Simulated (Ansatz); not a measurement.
**The perfect Ta wire along [110], 9 atoms a period**

What gap, if any, does the Ta wire along [110], 9 atoms a period have, and how many channels would it open?

Main program and level: Ansatz 0.2.0; DFT PBE, plane waves, PAW; relaxation of a wire's period; PAW set soft_1, in the first sound run; inputs show where later runs differ.

## 1. Starting point

The cell holds 9 atoms: 9 Ta. Cell: a = 10.120 Å, b = 11.495 Å, c = 4.695 Å, α = 90.0°, β = 90.0°, γ = 90.0°. Vacuum lies along a and b. The structure's axis is c.

## 2. Relaxing the period

Band widths follow the bond lengths, so the wire is relaxed first. The atoms and the third cell vector are free; the box across stays fixed as vacuum. A Fermi-Dirac smearing is set since the result may be a metal. The pressure printed is a third of the stress's trace over the whole box, vacuum included; only the stress along the axis is relaxed.

input.yaml

```yaml
crystal:
  lattice:
    - [10.12, 0.0, 0.0]
    - [0.0, 11.495, 0.0]
    - [0.0, 0.0, 4.6951890271]
  atoms:
    - { symbol: Ta, position: [0.335968379, 0.295780774, 0.0] }
    - { symbol: Ta, position: [0.5, 0.500008222, 0.0] }
    - { symbol: Ta, position: [0.664031621, 0.295780774, 0.0] }
    - { symbol: Ta, position: [0.335968379, 0.500008222, 0.5] }
    - { symbol: Ta, position: [0.5, 0.295780774, 0.5] }
    - { symbol: Ta, position: [0.5, 0.70423567, 0.5] }
    - { symbol: Ta, position: [0.664031621, 0.500008222, 0.5] }
    - { symbol: Ta, position: [0.335968379, 0.70423567, 0.0] }
    - { symbol: Ta, position: [0.664031621, 0.70423567, 0.0] }
kpoints:
  mp_grid: { grid: [1, 1, 18] }
scf:
  occupations: { method: fermi_dirac, width: 0.05 }
hamiltonian:
  xc: pbe
  pseudopotentials: { kind: paw, azcp: { folder: soft_1 } }
relax:
  cell: { fix: [a, b, alpha, beta, gamma] }
  max_steps: 45
  f_tol: 0.03
```

Started as:

```bash
$ ansatz run input.yaml --threads 4 --pin off --max-ram 16384MiB --backend cpu --events-out ev --progress --plain --runs-dir out
```

Numbers of over 12 decimals in the logs are rounded to 6 here.

What it wrote:

```text
Engine: ansatz 0.2.0, aarch64-unknown-linux-gnu
Pseudopotentials: kind: paw
Pseudopotential: Ta, paw, valence charge 13, recommended cutoff 420 eV (normal), soft_1/Ta.paw.azcp
Functional definition: PBE
  parameter kappa = 0.804
  parameter beta = 0.066725
  exchange = pbe_x(kappa = kappa, mu = beta*pi^2/3)
  correlation = pbe_c(beta = beta)
Crystal: 9 atoms, lattice volume = 546.189 Å³
Basis set: ecut = 420 eV, 10641 PW (Γ), exchange–correlation on 144×160×64 points (8 copies of the dense FFT grid, shifted against one another)
Bands: 71, of which v1, the nominal top of the filled ones, is band 59 counted from 1 (58 counted from 0)
Symmetry: 8 space group operations
Space group: Pmmm (ITA 47), of the structure as read, at distance tolerance 8.2e-5 Å
k-points: 10 of 18
Non-local potential: Ta, projectors of the file, l = 0: 3, l = 1: 2, l = 2: 2, l = 3: 1
PAW form: soft (Blöchl's): semilocal exchange-correlation on the pseudo side does not see the compensation charge
PAW one-centre angular grid: Ta, 590 points (default); XC on 64 Gauss nodes
Initial density: superposition of atomic densities (neutral atoms: chi_scale 0, normalization atom)
Initial wavefunctions: pseudopotential atomic-orbital guess
Functional: x = pbe(κ = 0.804, μ = 0.219515), c = pbe(β = 0.066725)
SCF iter   1: F=—  HF=-89391.606321 eV  |F-HF|=—  |Δ(HF+E_count)|=         —  Δρ=4.78e-2  dr2=8.00e1  ethr=3.10e-3  ⟨swp⟩=12.0  Hψ=3284  notcnv=0
preconditioner: auto → LDOS  [metal: Δε(μ)=0.078 eV  Ē_g=3.709 eV  σ=0.050 eV  W_gap=0.34  n_scr=82 (ndim 8)  ℏωp=10.7 eV  f_vac=0.441  D(μ)=6.28/eV (n_scr^D=22)  β→1.0]
SCF iter   2: F=—  HF=-89401.024897 eV  |F-HF|=—  |Δ(HF+E_count)|=    9.42e0  Δρ=7.72e-2  dr2=2.66e2  ethr=3.10e-3  ⟨swp⟩=9.3  Hψ=4015  notcnv=0  defer=5  recentre
SCF iter   3: F=—  HF=-89380.916316 eV  |F-HF|=—  |Δ(HF+E_count)|=    2.01e1  Δρ=1.90e-2  dr2=1.32e1  ethr=3.10e-3  ⟨swp⟩=8.9  Hψ=2781  notcnv=0  defer=1
SCF iter   4: F=—  HF=-89379.159218 eV  |F-HF|=—  |Δ(HF+E_count)|=    1.76e0  Δρ=5.22e-3  dr2=7.81e-1  ethr=3.10e-3  ⟨swp⟩=4.1  Hψ=1361  notcnv=0
SCF iter   5: F=—  HF=-89379.122541 eV  |F-HF|=—  |Δ(HF+E_count)|=   3.67e-2  Δρ=2.10e-3  dr2=1.22e-1  ethr=6.68e-4  ⟨swp⟩=4.1  Hψ=1123  notcnv=0  defer=2
SCF iter   6: F=—  HF=-89379.115891 eV  |F-HF|=—  |Δ(HF+E_count)|=   6.65e-3  Δρ=5.34e-4  dr2=3.10e-3  ethr=1.04e-4  ⟨swp⟩=5.0  Hψ=1284  notcnv=0  defer=1
SCF iter   7: F=—  HF=-89379.116229 eV  |F-HF|=—  |Δ(HF+E_count)|=   3.39e-4  Δρ=1.69e-4  dr2=5.19e-4  ethr=2.65e-6  ⟨swp⟩=3.8  Hψ=1514  notcnv=0  defer=1
SCF iter   8: F=—  HF=-89379.116277 eV  |F-HF|=—  |Δ(HF+E_count)|=   4.72e-5  Δρ=6.10e-5  dr2=1.08e-4  ethr=4.44e-7  ⟨swp⟩=2.2  Hψ=1230  notcnv=0
SCF iter   9: F=—  HF=-89379.116278 eV  |F-HF|=—  |Δ(HF+E_count)|=   9.63e-7  Δρ=2.56e-5  dr2=1.53e-5  ethr=9.22e-8  ⟨swp⟩=2.0  Hψ=905  notcnv=0
SCF iter  10: F=—  HF=-89379.116571 eV  |F-HF|=—  |Δ(HF+E_count)|=   2.94e-4  Δρ=8.50e-6  dr2=1.27e-6  ethr=1.31e-8  ⟨swp⟩=2.0  Hψ=935  notcnv=0
SCF iter  11: F=—  HF=-89379.116571 eV  |F-HF|=—  |Δ(HF+E_count)|=   1.01e-7  Δρ=3.14e-6  dr2=2.53e-7  ethr=1.09e-9  ⟨swp⟩=2.4  Hψ=1176  notcnv=0
SCF iter  12: F=-89379.116571 eV  HF=-89379.116571 eV  |F-HF|=7.28e-11  |Δ(HF+E_count)|=   1.73e-8  Δρ=8.96e-7  dr2=1.14e-8  ethr=8.55e-11  ⟨swp⟩=5.9  Hψ=2734  notcnv=0
SCF 1 converged in 12 iterations: F = -89379.116571 eV  dr2 = 1.14e-8
  greatest PAW one-centre occupation: 0.999 electrons in one spin orbital (limit 2), on the Ta atom at site 1 (counted from 0), in its partial waves of l = 0
relax step   1: F+E_penalty+E_count = -89379.11657141 eV  Δ(F+E_penalty+E_count) = +0.000e0 eV  max|allowed force component| = 2.841e0 eV/Å  Δτ_max = 0.0000 Å  P = -7.500 GPa  Ω = 546.189 Å³  fix = [a, b, alpha, beta, gamma]  reactions: a -7.672, b -5.787 GPa  (12 SCF iters, dr2 threshold 1.00e-7 eV, accepted)
Crystal: 9 atoms, lattice volume = 530.857 Å³
Basis set: ecut = 420 eV, 10417 PW (Γ), exchange–correlation on 144×160×64 points (8 copies of the dense FFT grid, shifted against one another)
Initial density: handed on by an earlier stage of this run
Initial wavefunctions: those handed on with the density
SCF iter   1: F=—  HF=-89382.788115 eV  |F-HF|=—  |Δ(HF+E_count)|=         —  Δρ=1.78e-2  dr2=6.87e0  ethr=3.10e-3  ⟨swp⟩=9.4  Hψ=3179  notcnv=0
preconditioner: auto → LDOS  [metal: Δε(μ)=0.011 eV  Ē_g=3.230 eV  σ=0.050 eV  W_gap=0.06  n_scr=82 (ndim 8)  ℏωp=10.8 eV  f_vac=0.494  D(μ)=9.95/eV (n_scr^D=52)  β→1.0]
SCF iter   2: F=—  HF=-89383.121823 eV  |F-HF|=—  |Δ(HF+E_count)|=   3.34e-1  Δρ=1.82e-2  dr2=1.10e1  ethr=3.10e-3  ⟨swp⟩=4.5  Hψ=1520  notcnv=0  defer=2
SCF iter   3: F=—  HF=-89381.996764 eV  |F-HF|=—  |Δ(HF+E_count)|=    1.13e0  Δρ=3.11e-3  dr2=1.70e-1  ethr=3.10e-3  ⟨swp⟩=2.9  Hψ=1097  notcnv=0  defer=1
SCF iter   4: F=—  HF=-89381.988878 eV  |F-HF|=—  |Δ(HF+E_count)|=   7.89e-3  Δρ=9.55e-4  dr2=7.98e-3  ethr=1.45e-4  ⟨swp⟩=3.7  Hψ=1195  notcnv=0
SCF iter   5: F=—  HF=-89381.989375 eV  |F-HF|=—  |Δ(HF+E_count)|=   4.97e-4  Δρ=3.36e-4  dr2=9.81e-4  ethr=6.82e-6  ⟨swp⟩=2.1  Hψ=1140  notcnv=0
SCF iter   6: F=—  HF=-89381.989826 eV  |F-HF|=—  |Δ(HF+E_count)|=   4.51e-4  Δρ=1.06e-4  dr2=1.20e-4  ethr=8.39e-7  ⟨swp⟩=2.3  Hψ=952  notcnv=0
SCF iter   7: F=—  HF=-89381.990074 eV  |F-HF|=—  |Δ(HF+E_count)|=   2.48e-4  Δρ=3.66e-5  dr2=1.55e-5  ethr=1.03e-7  ⟨swp⟩=2.3  Hψ=1205  notcnv=0
SCF iter   8: F=—  HF=-89381.990078 eV  |F-HF|=—  |Δ(HF+E_count)|=   3.76e-6  Δρ=1.36e-5  dr2=2.34e-6  ethr=1.33e-8  ⟨swp⟩=3.4  Hψ=1484  notcnv=0
SCF iter   9: F=-89381.990078 eV  HF=-89381.990078 eV  |F-HF|=1.50e-7  |Δ(HF+E_count)|=   4.61e-7  Δρ=5.52e-6  dr2=5.25e-7  ethr=7.69e-10  ⟨swp⟩=5.4  Hψ=2683  notcnv=0
SCF 2 converged in 9 iterations: F = -89381.990078 eV  dr2 = 5.25e-7
relax step   2: F+E_penalty+E_count = -89381.99007803 eV  Δ(F+E_penalty+E_count) = -2.874e0 eV  max|allowed force component| = 1.389e0 eV/Å  Δτ_max = 0.1954 Å  P = -2.239 GPa  Ω = 530.857 Å³  energy of the carried Pulay correction = +9.010e-4 eV  fix = [a, b, alpha, beta, gamma]  reactions: a -2.964, b -1.460 GPa  (9 SCF iters, dr2 threshold 9.00e-7 eV, accepted)
Crystal: 9 atoms, lattice volume = 532.522 Å³
Basis set: ecut = 420 eV, 10441 PW (Γ), exchange–correlation on 144×160×64 points (8 copies of the dense FFT grid, shifted against one another)
iter 1 solved again at ethr=1.63e-3 eV; its pass at ethr=3.10e-3 eV (dr2=1.90e0 eV) is discarded
SCF iter   1: F=—  HF=-89382.480771 eV  |F-HF|=—  |Δ(HF+E_count)|=         —  Δρ=1.35e-2  dr2=1.94e0  ethr=1.63e-3  ⟨swp⟩=1.1  Hψ=3626  notcnv=0
[...]
SCF iter   6: F=—  HF=-89382.190036 eV  |F-HF|=—  |Δ(HF+E_count)|=   3.60e-4  Δρ=8.21e-5  dr2=9.03e-5  ethr=5.08e-7  ⟨swp⟩=2.9  Hψ=1214  notcnv=0  defer=3
SCF iter   7: F=—  HF=-89382.190056 eV  |F-HF|=—  |Δ(HF+E_count)|=   1.92e-5  Δρ=2.29e-5  dr2=8.24e-6  ethr=7.72e-8  ⟨swp⟩=2.0  Hψ=937  notcnv=0  defer=3
SCF iter   8: F=-89382.190058 eV  HF=-89382.190058 eV  |F-HF|=2.99e-8  |Δ(HF+E_count)|=   2.16e-6  Δρ=7.87e-6  dr2=7.42e-7  ethr=7.69e-10  ⟨swp⟩=4.1  Hψ=2969  notcnv=0
SCF 3 converged in 8 iterations: F = -89382.190058 eV  dr2 = 7.42e-7
relax step   3: F+E_penalty+E_count = -89382.19005774 eV  Δ(F+E_penalty+E_count) = -2.000e-1 eV  max|allowed force component| = 1.707e0 eV/Å  Δτ_max = 0.1997 Å  P = +2.038 GPa  Ω = 532.522 Å³  energy of the carried Pulay correction = +8.020e-4 eV  fix = [a, b, alpha, beta, gamma]  reactions: a +2.885, b +0.753 GPa  (8 SCF iters, dr2 threshold 9.00e-7 eV, accepted)
[...]
relax step   4: F+E_penalty+E_count = -89382.36978186 eV  Δ(F+E_penalty+E_count) = -1.797e-1 eV  max|allowed force component| = 5.291e-1 eV/Å  Δτ_max = 0.1037 Å  P = -0.152 GPa  Ω = 530.253 Å³  energy of the carried Pulay correction = +9.371e-4 eV  fix = [a, b, alpha, beta, gamma]  reactions: a -1.281, b +0.351 GPa  (9 SCF iters, dr2 threshold 9.00e-7 eV, accepted)
[...]
relax step   5: F+E_penalty+E_count = -89382.44834191 eV  Δ(F+E_penalty+E_count) = -7.856e-2 eV  max|allowed force component| = 2.031e-1 eV/Å  Δτ_max = 0.0511 Å  P = -0.095 GPa  Ω = 535.131 Å³  energy of the carried Pulay correction = +6.473e-4 eV  fix = [a, b, alpha, beta, gamma]  reactions: a -0.355, b -0.223 GPa  (8 SCF iters, dr2 threshold 9.00e-7 eV, accepted)
[...]
relax step   6: F+E_penalty+E_count = -89382.44775105 eV  Δ(F+E_penalty+E_count) = +5.909e-4 eV  max|allowed force component| = 2.984e-1 eV/Å  Δτ_max = 0.0456 Å  P = -0.014 GPa  Ω = 538.271 Å³  energy of the carried Pulay correction = +4.621e-4 eV  fix = [a, b, alpha, beta, gamma]  (7 SCF iters, dr2 threshold 9.00e-7 eV, rejected (line search))
[...]
relax step   7: F+E_penalty+E_count = -89382.46118547 eV  Δ(F+E_penalty+E_count) = -1.284e-2 eV  max|allowed force component| = 4.245e-2 eV/Å  Δτ_max = 0.0225 Å  P = -0.081 GPa  Ω = 537.308 Å³  energy of the carried Pulay correction = +5.188e-4 eV  fix = [a, b, alpha, beta, gamma]  reactions: a -0.150, b -0.214 GPa  (11 SCF iters, accepted)
[...]
relax step   8: F+E_penalty+E_count = -89382.46201700 eV  Δ(F+E_penalty+E_count) = -8.315e-4 eV  max|allowed force component| = 1.615e-2 eV/Å  Δτ_max = 0.0042 Å  P = -0.085 GPa  Ω = 538.130 Å³  energy of the carried Pulay correction = +4.704e-4 eV  fix = [a, b, alpha, beta, gamma]  reactions: a -0.105, b -0.200 GPa  (6 SCF iters, dr2 threshold 1.13e-7 eV, accepted)
Initial wavefunctions: pseudopotential atomic-orbital guess (no wavefunctions were taken with the density)
iter 1 solved again at ethr=5.11e-7 eV; its pass at ethr=3.10e-3 eV (dr2=5.97e-4 eV) is discarded
SCF iter   1: F=—  HF=-89382.461196 eV  |F-HF|=—  |Δ(HF+E_count)|=         —  Δρ=1.79e-5  dr2=2.87e-7  ethr=5.11e-7  ⟨swp⟩=4.7  Hψ=5279  notcnv=0
eigensolver tolerance schedule: the retry pair's looser diagonalisation over-reported the residual by 2078.09 of it (diagonalisation noise at 0.52 of the residual, at the tolerance the schedule requests for it); recorded, not acted on — ethr = c·dr2/N_el stays at c = 1.0e-1
preconditioner: auto → LDOS  [metal: Δε(μ)=0.043 eV  Ē_g=3.156 eV  σ=0.050 eV  W_gap=0.21  n_scr=82 (ndim 8)  ℏωp=10.7 eV  f_vac=0.501  D(μ)=10.62/eV (n_scr^D=66)  β→1.0]
SCF iter   2: F=—  HF=-89382.461476 eV  |F-HF|=—  |Δ(HF+E_count)|=   2.80e-4  Δρ=1.97e-6  dr2=3.48e-8  ethr=2.46e-10  ⟨swp⟩=4.1  Hψ=1637  notcnv=0
SCF iter   3: F=—  HF=-89382.461476 eV  |F-HF|=—  |Δ(HF+E_count)|=  3.20e-10  Δρ=1.10e-6  dr2=1.76e-8  ethr=2.98e-11  ⟨swp⟩=2.2  Hψ=1220  notcnv=0
SCF iter   4: F=—  HF=-89382.461476 eV  |F-HF|=—  |Δ(HF+E_count)|=   2.14e-9  Δρ=2.89e-7  dr2=1.39e-9  ethr=1.50e-11  ⟨swp⟩=2.0  Hψ=936  notcnv=0
SCF iter   5: F=—  HF=-89382.461476 eV  |F-HF|=—  |Δ(HF+E_count)|=  2.62e-10  Δρ=1.63e-7  dr2=4.45e-10  ethr=1.18e-12  ⟨swp⟩=2.2  Hψ=956  notcnv=0
SCF iter   6: F=-89382.461476 eV  HF=-89382.461476 eV  |F-HF|=8.73e-11  |Δ(HF+E_count)|=  1.46e-11  Δρ=5.57e-8  dr2=8.18e-11  ethr=1.00e-12  ⟨swp⟩=4.5  Hψ=2933  notcnv=0
SCF 9 converged in 6 iterations: F = -89382.461476 eV  dr2 = 8.18e-11
relax step   9: F+E_penalty+E_count = -89382.46147582 eV  Δ(F+E_penalty+E_count) = +5.412e-4 eV  max|allowed force component| = 1.610e-2 eV/Å  Δτ_max = 0.0000 Å  P = -0.084 GPa  Ω = 538.130 Å³  fix = [a, b, alpha, beta, gamma]  reactions: a -0.103, b -0.198 GPa  stress off target by 4.98e-2 GPa on what of the cell is left free  SCF on the basis re-selected at this cell (its energy is not comparable with the rows above)  (6 SCF iters)
basis re-selected at this cell: Δ(F+E_penalty+E_count) = +5.412e-4 eV, ΔP = +0.001 GPa vs the last step (what re-selecting the basis moved, of the pressure what is left beyond the Pulay correction that the steps carried, after the strain that the cell walked since its last selection, with what the two solves' SCF thresholds leave and, on support functions, any second-order correction that the steps lacked; it is no m [...]
SCF converged after 6 iterations
Free energy (F): -89382.461476 eV
Harris-Foulkes:  -89382.461476 eV  (|F-HF|=8.73e-11)
Internal energy: -89382.374122 eV  (E = F + TS)
E sigma→0 (E₀):  -89382.417799 eV
Entropy (-TS):   -0.087354 eV (-9.706 meV/atom)
Fermi energy:    3.384111 eV
--- Per-component energies (eV) ---
  E_band       = -2761.424630
  E_kinetic    = 3539.349523
  E_local      = -32025.133338  (includes V_loc(G=0)·N_el)
  E_nonlocal   = -96.827271
  E_hartree    = 14415.520727
  E_xc         = -2878.300840
  E_vxc        = -2084.956932  (∫ρ·V_xc dr)
  E_paw        = -74740.359128  (= ΣΔE_a)
  E_vpaw       = -924.900366  (= ΣTr[D̂ρ^β])
  E_aug_tail   = 0.000820  (compensation charges beyond the density's cutoff)
  E_ewald      = 2403.375386
  E_smearing   = -0.087354  (= −TS)
  E_closure    = 0.000000  (closes the sum)
  Σ components = -89382.461476   (vs F -89382.461476, Δ=0.00e0)
--- Forces (eV/Å), atoms counted from 1 ---
  atom   1  Ta     0.00012702     0.01490250     0.00000000
  atom   2  Ta     0.00000000     0.00000000     0.00000000
  atom   3  Ta    -0.00012702     0.01490250     0.00000000
  atom   4  Ta     0.00233931     0.00000000     0.00000000
  atom   5  Ta     0.00000000     0.01609875     0.00000000
  atom   6  Ta     0.00000000    -0.01609875     0.00000000
  atom   7  Ta    -0.00233931     0.00000000     0.00000000
  atom   8  Ta     0.00012702    -0.01490250     0.00000000
  atom   9  Ta    -0.00012702    -0.01490250     0.00000000
  max |Σ_I F_I| component: 1.73e-18 eV/Å
--- Stress (GPa, compression-positive) ---
       -0.102741       0.000000       0.000000
        0.000000      -0.197860       0.000000
        0.000000       0.000000       0.049775
  P = ⅓ Tr σ = -0.0836 GPa (-0.836 kbar)
--- Relaxed structure (8 steps of the walk, 7 accepted, 1 SCFs on fresh bases) ---
  F+E_penalty+E_count = -89382.46147582 eV   max|allowed force component| = 1.610e-2 eV/Å   (the final SCF, on the basis selected at the relaxed cell)
  cell:  # Å, volume = 538.1304 Å³
    - [10.12, 0.0, 0.0]
    - [0.0, 11.495, 0.0]
    - [0.0, 0.0, 4.625919]
  atoms:
    - { symbol: Ta, position: [0.367211, 0.299763, 0.0] }
    - { symbol: Ta, position: [0.500000, 0.500008, 0.0] }
    - { symbol: Ta, position: [0.632789, 0.299763, 0.0] }
    - { symbol: Ta, position: [0.350698, 0.500008, 0.500000] }
    - { symbol: Ta, position: [0.500000, 0.307556, 0.500000] }
    - { symbol: Ta, position: [0.500000, 0.692461, 0.500000] }
    - { symbol: Ta, position: [0.649302, 0.500008, 0.500000] }
    - { symbol: Ta, position: [0.367211, 0.700253, 0.0] }
    - { symbol: Ta, position: [0.632789, 0.700253, 0.0] }
```

Wall time 77 s (4 threads of Arm Neoverse V1, shared host); peak memory 1.2 GiB; 4.9 min of CPU time.

(Part 1 of 2 ends here.)

[Logs are printed without paths, hosts, clocks, repeated set-up lines and the standing remarks that a program may print on its own settings, such as how far it seeks lower states.]

[Hosts, paths, dates, database ids (printed as entryN), source tags and the programs' standing remarks are cut or masked in the printed files.]
